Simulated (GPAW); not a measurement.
# The Al K excitation threshold of AlNi (Pm-3m) under uniform strain

For each volume the threshold was computed as E(hole, excited electron kept) − E(ground) (GPAW, PBE, 16-atom cell, total energies on 4×4×4 k points, hole spin-polarised). The values are raw; only their change is used. The threshold is the spectrum's zero, where absorption may be weak, not the visible edge.

| volume | ln(V/V₀) | threshold (eV) |
| --- | --- | --- |
| V × 0.94 | -0.06188 | 1556.441 |
| V × 0.97 | -0.03046 | 1556.520 |
| V × 1 | +0.00000 | 1556.596 |
| V × 1.03 | +0.02956 | ? |
| V × 1.06 | +0.05827 | 1556.739 |

The database entry behind the starting cell differs from later determinations by our own check (about 0.2 % short), so it need not match the best structure at ambient conditions.

Question: Fit a straight line in ln(V/V₀), give its slope, and predict the threshold at V × 1.03.

The means of the given rows are x̄ = -0.00852 and Ē = 1556.574 eV. Σ(x − x̄)(E − Ē) = 0.01949 and Σ(x − x̄)² = 0.007862, so the slope is +2.48 eV, and the line passes the given rows within 0.001 eV. At x = +0.02956 it gives 1556.574 + (+2.48) × (+0.03808) = 1556.668 eV. The run gives 1556.669 eV, a miss of -0.001 eV over a total move of +0.298 eV. The slope is the clamped-ion volume deformation potential of the Fermi level against the Al 1s level, with the hole's relaxation included: the threshold rises by 0.025 eV for 1 % of expansion. The excited electron's band filling changes with volume too and isn't taken out.

[Hosts, paths, dates, database ids (printed as entryN), source tags and the programs' standing remarks are cut or masked in the printed files.]

[Lists of maxima count a maximum above −3 eV only where it reaches 4 % of the highest in the window and stands out from its surroundings by 2 % of it (1.5 % where it reaches 55 %); shoulders and weaker maxima are passed over, and of the rest the first, up to two pre-edge ones and the few strongest are named.]
